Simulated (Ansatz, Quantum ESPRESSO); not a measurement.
# Conductance against width: a Al chain with one bond drawn out, part 2 of 5

Aim: how the conductance falls as the barrier grows, for a Al chain with one bond drawn out.

Quantum ESPRESSO 7.5; plane-wave DFT, LDA, GBRV ultrasoft pseudopotentials; cross-check by Ansatz 0.2.0 with PAW datasets.

So far. Step 2 (SCF with pw.x, 0.5 Å): The run needed 43 iterations to bring the estimated error under 1e-07 Ry; the largest force on any atom, held or free, is 1.63 eV/Å.

## (3) Transmission with pwcond.x, 0.5 Å

Level of this step: transmission by pwcond, lead and junction from one cell; plane-wave DFT, LDA, GBRV ultrasoft pseudopotentials (Quantum ESPRESSO).

prefixt takes both regions from one run: the lead from 0 to bdl, the scattering region from bdl to bds (units of alat). ikind = 1 puts the same lead on both sides. The program's T_tot counts both spins in a run without spin; the tables below give T per spin.

j0.cond.in reads:

```
&inputcond
  outdir = './out'
  prefixt = 'j0.scf'
  tran_file = 'j0.cond.dat'
  bdl = 0.6400000000
  bds = 3.9066666667
  ikind = 1
  ewind = 4.0
  epsproj = 1e-05
  nz1 = 7
  energy0 = 2.0
  denergy = -0.1
/
1
  0.00000000 0.00000000 1.00000000
41
```

Run with:

```bash
> OMP_NUM_THREADS=1 mpirun -n 4 pwcond.x -in j0.cond.in > j0.cond.out
```

Output:

```text
[banner, memory and clock lines left out]
Program PWCOND v.7.5 starts

          URL

     ./out/j0.scf.save/

     IMPORTANT: XC functional enforced from input :
     Exchange-correlation= PZ
                           (   1   1   0   0   0   0   0)
     Any further DFT definition will be discarded
     Please, verify this is what you really want

     negative rho (up, down):  1.130E-05 0.000E+00
     Reading collected, re-writing distributed wavefunctions

===== INPUT FILE containing all the regions =====

     GEOMETRY:

     lattice parameter (alat)  =      14.1729  a.u.
     the volume                =   11122.0988 (a.u.)^3
     the cross section         =     200.8724 (a.u.)^2
     l of the unit cell        =       3.9067 (alat)
     number of atoms/cell      =           12
     number of atomic types    =            1

     crystal axes: (cart. coord. in units of alat)
               a(1) = (  1.0000  0.0000  0.0000 )
               a(2) = (  0.0000  1.0000  0.0000 )
               a(3) = (  0.0000  0.0000  3.9067 )

   Cartesian axes

     site n.     atom                  positions (alat units)
          1        Al     tau(  1)=(  0.5000  0.5000  3.9067  )
          2        Al     tau(  2)=(  0.5000  0.5000  0.3200  )
          3        Al     tau(  3)=(  0.5000  0.5000  0.6400  )
          4        Al     tau(  4)=(  0.5000  0.5000  0.9600  )
          5        Al     tau(  5)=(  0.5000  0.5000  1.2800  )
          6        Al     tau(  6)=(  0.5000  0.5000  1.6000  )
          7        Al     tau(  7)=(  0.5000  0.5000  1.9867  )
          8        Al     tau(  8)=(  0.5000  0.5000  2.3067  )
          9        Al     tau(  9)=(  0.5000  0.5000  2.6267  )
         10        Al     tau( 10)=(  0.5000  0.5000  2.9467  )
         11        Al     tau( 11)=(  0.5000  0.5000  3.2667  )
         12        Al     tau( 12)=(  0.5000  0.5000  3.5867  )

     nr1s                      =           54
     nr2s                      =           54
     nr3s                      =          216
     nr1sx                     =           54
     nr2sx                     =           54
     nr3sx                     =          216
     nr1                       =           60
     nr2                       =           60
     nr3                       =          240
     nr1x                      =           60
     nr2x                      =           60
     nr3x                      =          240

 _______________________________
  Radii of nonlocal spheres:

     type       ibeta     ang. mom.          radius (alat units)
       Al         1         0                    0.1354
       Al         2         1                    0.1354
       Al         3         2                    0.1354
----- General information -----

--- T calc. with identical leads (ikind=1) ---

     nrx                       =           54
     nry                       =           54
     nz1                       =            7

     energy0               =         2.0E+00
     denergy               =        -1.0E-01
     nenergy               =         41
     ecut2d                =         3.4E+01
     ewind                 =         4.0E+00
     epsproj               =         1.0E-05

     number of k_|| points=    1
                       cryst. coord.
        k(    1) = (   0.0000000   0.0000000), wk =   1.0000000
----- Information about left/right lead -----

     nocros                   =            9
     noins                    =            9
     norb                     =           27
     norbf                    =           99
     nrz                      =           35

      iorb      type   ibeta   ang. mom.   m       position (alat)
        1        1       1        0        1   taunew(   1)=(  0.5000  0.5000  0.0000)
        2        1       2        1        1   taunew(   2)=(  0.5000  0.5000  0.0000)
        3        1       2        1        2   taunew(   3)=(  0.5000  0.5000  0.0000)
        4        1       2        1        3   taunew(   4)=(  0.5000  0.5000  0.0000)
        5        1       3        2        1   taunew(   5)=(  0.5000  0.5000  0.0000)
        6        1       3        2        2   taunew(   6)=(  0.5000  0.5000  0.0000)
        7        1       3        2        3   taunew(   7)=(  0.5000  0.5000  0.0000)
        8        1       3        2        4   taunew(   8)=(  0.5000  0.5000  0.0000)
        9        1       3        2        5   taunew(   9)=(  0.5000  0.5000  0.0000)
       10        1       1        0        1   taunew(  10)=(  0.5000  0.5000  0.3200)
       11        1       2        1        1   taunew(  11)=(  0.5000  0.5000  0.3200)
       12        1       2        1        2   taunew(  12)=(  0.5000  0.5000  0.3200)
       13        1       2        1        3   taunew(  13)=(  0.5000  0.5000  0.3200)
       14        1       3        2        1   taunew(  14)=(  0.5000  0.5000  0.3200)
       15        1       3        2        2   taunew(  15)=(  0.5000  0.5000  0.3200)
       16        1       3        2        3   taunew(  16)=(  0.5000  0.5000  0.3200)
       17        1       3        2        4   taunew(  17)=(  0.5000  0.5000  0.3200)
       18        1       3        2        5   taunew(  18)=(  0.5000  0.5000  0.3200)
       19        1       1        0        1   taunew(  19)=(  0.5000  0.5000  0.6400)
       20        1       2        1        1   taunew(  20)=(  0.5000  0.5000  0.6400)
       21        1       2        1        2   taunew(  21)=(  0.5000  0.5000  0.6400)
       22        1       2        1        3   taunew(  22)=(  0.5000  0.5000  0.6400)
       23        1       3        2        1   taunew(  23)=(  0.5000  0.5000  0.6400)
       24        1       3        2        2   taunew(  24)=(  0.5000  0.5000  0.6400)
       25        1       3        2        3   taunew(  25)=(  0.5000  0.5000  0.6400)
       26        1       3        2        4   taunew(  26)=(  0.5000  0.5000  0.6400)
       27        1       3        2        5   taunew(  27)=(  0.5000  0.5000  0.6400)
    k slab    z(k)  z(k+1)     crossing(iorb=1,norb)
    1   0.0000 0.0183 0.0183   111111111000000000000000000
    2   0.0183 0.0366 0.0183   111111111000000000000000000
    3   0.0366 0.0549 0.0183   111111111000000000000000000
    4   0.0549 0.0731 0.0183   111111111000000000000000000
    5   0.0731 0.0914 0.0183   111111111000000000000000000
    6   0.0914 0.1097 0.0183   111111111000000000000000000
    7   0.1097 0.1280 0.0183   111111111000000000000000000
    8   0.1280 0.1463 0.0183   111111111000000000000000000
    9   0.1463 0.1646 0.0183   000000000000000000000000000
   10   0.1646 0.1829 0.0183   000000000000000000000000000
[...]
87        1       3        2        2   taunew(  87)=(  0.5000  0.5000  2.9467)
       88        1       3        2        3   taunew(  88)=(  0.5000  0.5000  2.9467)
       89        1       3        2        4   taunew(  89)=(  0.5000  0.5000  2.9467)
       90        1       3        2        5   taunew(  90)=(  0.5000  0.5000  2.9467)
       91        1       1        0        1   taunew(  91)=(  0.5000  0.5000  3.2667)
       92        1       2        1        1   taunew(  92)=(  0.5000  0.5000  3.2667)
       93        1       2        1        2   taunew(  93)=(  0.5000  0.5000  3.2667)
       94        1       2        1        3   taunew(  94)=(  0.5000  0.5000  3.2667)
       95        1       3        2        1   taunew(  95)=(  0.5000  0.5000  3.2667)
       96        1       3        2        2   taunew(  96)=(  0.5000  0.5000  3.2667)
       97        1       3        2        3   taunew(  97)=(  0.5000  0.5000  3.2667)
       98        1       3        2        4   taunew(  98)=(  0.5000  0.5000  3.2667)
       99        1       3        2        5   taunew(  99)=(  0.5000  0.5000  3.2667)
 ngper, shell number =          545          70
 ngper, n2d =          545         111
---  E-Ef =    2.0000000  k =    0.0000000   0.0000000
---  ie =          1  ik =          1
 Nchannels of the left tip =            3
 Right moving states:
   k1(2pi/a)   k2(2pi/a)   E-Ef (eV)
   0.1621703   0.0000054   2.0000000
  -0.3730447   0.0000021   2.0000000
  -0.3730447   0.0000021   2.0000000
 Left moving states:
   k1(2pi/a)   k2(2pi/a)   E-Ef (eV)
  -0.1621703   0.0000054   2.0000000
   0.3730447   0.0000021   2.0000000
   0.3730447   0.0000021   2.0000000

 to transmit
 Band j to band i transmissions and reflections:
    j         i     |T_ij|^2    |R_ij|^2

    1 -->     1     0.74970     0.25030
    1 -->     2     0.00000     0.00000
    1 -->     3     0.00000     0.00000
   Total T_j, R_j =    0.74970  0.25030

    2 -->     1     0.00000     0.00000
    2 -->     2     0.83642     0.04739
    2 -->     3     0.00000     0.11619
   Total T_j, R_j =    0.83642  0.16358

    3 -->     1     0.00000     0.00000
    3 -->     2     0.00000     0.11619
    3 -->     3     0.83642     0.04739
   Total T_j, R_j =    0.83642  0.16358

E-Ef(ev), T(x2 spins) =    2.0000000   4.8450708
---  E-Ef =    1.9000000  k =    0.0000000   0.0000000
---  ie =          2  ik =          1
 Nchannels of the left tip =            3
 Right moving states:
   k1(2pi/a)   k2(2pi/a)   E-Ef (eV)
   0.1533057   0.0000054   1.9000000
  -0.3863353   0.0000021   1.9000000
  -0.3863353   0.0000021   1.9000000
 Left moving states:
   k1(2pi/a)   k2(2pi/a)   E-Ef (eV)
  -0.1533057   0.0000054   1.9000000
   0.3863353   0.0000021   1.9000000
   0.3863353   0.0000021   1.9000000

 to transmit
 Band j to band i transmissions and reflections:
    j         i     |T_ij|^2    |R_ij|^2

    1 -->     1     0.73696     0.26304
    1 -->     2     0.00000     0.00000
    1 -->     3     0.00000     0.00000
   Total T_j, R_j =    0.73696  0.26304

    2 -->     1     0.00000     0.00000
    2 -->     2     0.83259     0.04056
    2 -->     3     0.00000     0.12685
   Total T_j, R_j =    0.83259  0.16741

    3 -->     1     0.00000     0.00000
    3 -->     2     0.00000     0.12685
    3 -->     3     0.83259     0.04056
   Total T_j, R_j =    0.83259  0.16741

E-Ef(ev), T(x2 spins) =    1.9000000   4.8042957
---  E-Ef =    1.8000000  k =    0.0000000   0.0000000
---  ie =          3  ik =          1
 Nchannels of the left tip =            3
 Right moving states:
   k1(2pi/a)   k2(2pi/a)   E-Ef (eV)
   0.1442934   0.0000054   1.8000000
  -0.3999142   0.0000021   1.8000000
  -0.3999142   0.0000021   1.8000000
 Left moving states:
   k1(2pi/a)   k2(2pi/a)   E-Ef (eV)
  -0.1442934   0.0000054   1.8000000
   0.3999142   0.0000021   1.8000000
   0.3999142   0.0000021   1.8000000

 to transmit
 Band j to band i transmissions and reflections:
    j         i     |T_ij|^2    |R_ij|^2

    1 -->     1     0.72206     0.27794
    1 -->     2     0.00000     0.00000
    1 -->     3     0.00000     0.00000
   Total T_j, R_j =    0.72206  0.27794

    2 -->     1     0.00000     0.00000
    2 -->     2     0.82761     0.03387
    2 -->     3     0.00000     0.13852
   Total T_j, R_j =    0.82761  0.17239

    3 -->     1     0.00000     0.00000
    3 -->     2     0.00000     0.13852
    3 -->     3     0.82761     0.03387
   Total T_j, R_j =    0.82761  0.17239

E-Ef(ev), T(x2 spins) =    1.8000000   4.7545694
[... further energies and points left out ...]
---  E-Ef =   -1.8000000  k =    0.0000000   0.0000000
---  ie =         39  ik =          1
 Nchannels of the left tip =            1
 Right moving states:
   k1(2pi/a)   k2(2pi/a)   E-Ef (eV)
  -0.1050679   0.0000055  -1.8000000
 Left moving states:
   k1(2pi/a)   k2(2pi/a)   E-Ef (eV)
   0.1050679   0.0000055  -1.8000000

 to transmit
 Band j to band i transmissions and reflections:
    j         i     |T_ij|^2    |R_ij|^2

    1 -->     1     0.96324     0.03676
   Total T_j, R_j =    0.96324  0.03676

E-Ef(ev), T(x2 spins) =   -1.8000000   1.9264765
---  E-Ef =   -1.9000000  k =    0.0000000   0.0000000
---  ie =         40  ik =          1
 Nchannels of the left tip =            1
 Right moving states:
   k1(2pi/a)   k2(2pi/a)   E-Ef (eV)
  -0.1174009   0.0000054  -1.9000000
 Left moving states:
   k1(2pi/a)   k2(2pi/a)   E-Ef (eV)
   0.1174009   0.0000054  -1.9000000

 to transmit
 Band j to band i transmissions and reflections:
    j         i     |T_ij|^2    |R_ij|^2

    1 -->     1     0.95414     0.04586
   Total T_j, R_j =    0.95414  0.04586

E-Ef(ev), T(x2 spins) =   -1.9000000   1.9082862
---  E-Ef =   -2.0000000  k =    0.0000000   0.0000000
---  ie =         41  ik =          1
 Nchannels of the left tip =            1
 Right moving states:
   k1(2pi/a)   k2(2pi/a)   E-Ef (eV)
  -0.1293976   0.0000054  -2.0000000
 Left moving states:
   k1(2pi/a)   k2(2pi/a)   E-Ef (eV)
   0.1293976   0.0000054  -2.0000000

 to transmit
 Band j to band i transmissions and reflections:
    j         i     |T_ij|^2    |R_ij|^2

    1 -->     1     0.94465     0.05535
   Total T_j, R_j =    0.94465  0.05535

E-Ef(ev), T(x2 spins) =   -2.0000000   1.8893069
   T_tot     2.00000      0.48451E+01
   T_tot     1.90000      0.48043E+01
   T_tot     1.80000      0.47546E+01
   T_tot     1.70000      0.46923E+01
   T_tot     1.60000      0.46142E+01
   T_tot     1.50000      0.45177E+01
   T_tot     1.40000      0.44021E+01
   T_tot     1.30000      0.42671E+01
   T_tot     1.20000      0.41009E+01
   T_tot     1.10000      0.39982E+01
   T_tot     1.00000      0.38011E+01
   T_tot     0.90000      0.35577E+01
   T_tot     0.80000      0.31818E+01
   T_tot     0.70000      0.30573E+01
   T_tot     0.60000      0.30807E+01
   T_tot     0.50000      0.30966E+01
   T_tot     0.40000      0.31237E+01
   T_tot     0.30000      0.31963E+01
   T_tot     0.20000      0.33406E+01
   T_tot     0.10000      0.35331E+01
   T_tot    -0.00000      0.36658E+01
   T_tot    -0.10000      0.35855E+01
   T_tot    -0.20000      0.32330E+01
   T_tot    -0.30000      0.27219E+01
   T_tot    -0.40000      0.00000E+00
   T_tot    -0.50000      0.00000E+00
   T_tot    -0.60000      0.00000E+00
   T_tot    -0.70000      0.00000E+00
   T_tot    -0.80000      0.00000E+00
   T_tot    -0.90000      0.00000E+00
   T_tot    -1.00000      0.00000E+00
   T_tot    -1.10000      0.00000E+00
   T_tot    -1.20000      0.00000E+00
   T_tot    -1.30000      0.19881E+01
   T_tot    -1.40000      0.19817E+01
   T_tot    -1.50000      0.19711E+01
   T_tot    -1.60000      0.19583E+01
   T_tot    -1.70000      0.19433E+01
   T_tot    -1.80000      0.19265E+01
   T_tot    -1.90000      0.19083E+01
   T_tot    -2.00000      0.18893E+01

Note: The following floating-point exceptions are signalling: IEEE_UNDERFLOW_FLAG
Note: The following floating-point exceptions are signalling: IEEE_UNDERFLOW_FLAG
Note: The following floating-point exceptions are signalling: IEEE_UNDERFLOW_FLAG
Note: The following floating-point exceptions are signalling: IEEE_UNDERFLOW_FLAG
```

Wall time 63 s (4 MPI ranks of Arm Neoverse V2, shared host); peak memory 0.37 GiB.

Numbers from this step:

- lead channels at the Fermi level, one spin: 2
- transmission at the Fermi level, one spin: 1.833
- conductance: 1.833 G₀

Per spin. Table of open channels by energy, zero at the Fermi level:

```tsv
energy (eV)	open channels
-2.00	1
-1.90	1
-1.70	1
-1.60	1
-1.40	1
-1.30	1
-1.20	0
-1.00	0
-0.90	0
-0.80	0
-0.60	0
-0.50	0
-0.30	2
-0.20	2
-0.10	2
0.00	2
0.10	2
0.20	2
0.30	2
0.50	2
0.60	2
0.80	3
0.90	3
1.00	3
1.20	3
1.30	3
1.40	3
1.60	3
1.70	3
1.90	3
2.00	3
```

Per spin. The transmission by energy, zero at the Fermi level:

```tsv
energy (eV)	transmission
-2.00	0.945
-1.90	0.954
-1.70	0.972
-1.60	0.979
-1.40	0.991
-1.30	0.994
-1.20	0
-1.00	0
-0.90	0
-0.80	0
-0.60	0
-0.50	0
-0.30	1.36
-0.20	1.62
-0.10	1.79
0.00	1.83
0.10	1.77
0.20	1.67
0.30	1.60
0.50	1.55
0.60	1.54
0.80	1.59
0.90	1.78
1.00	1.90
1.20	2.05
1.30	2.13
1.40	2.20
1.60	2.31
1.70	2.35
1.90	2.40
2.00	2.42
```

(Part 2 of 5 ends here.)

[Long decimals in the printed logs are rounded to 6 places.]

[Repeated lines of the later SCF iterations (solver, time, negative density, dipole) and banner, clock, host and MPI lines are left out of these logs without a mark at each place.]

[Logs are printed without paths, hosts, clocks, repeated set-up lines and the standing remarks that a program may print on its own settings, such as how far it seeks lower states.]

[Hosts, paths, dates, database ids (printed as entryN), source tags and the programs' standing remarks are cut or masked in the printed files.]

[Maps of the electrostatic potential energy from Ansatz leave out the sawtooth potential of an applied field or a dipole correction, so their vacuum need not be flat; planar profiles and work functions include it.]
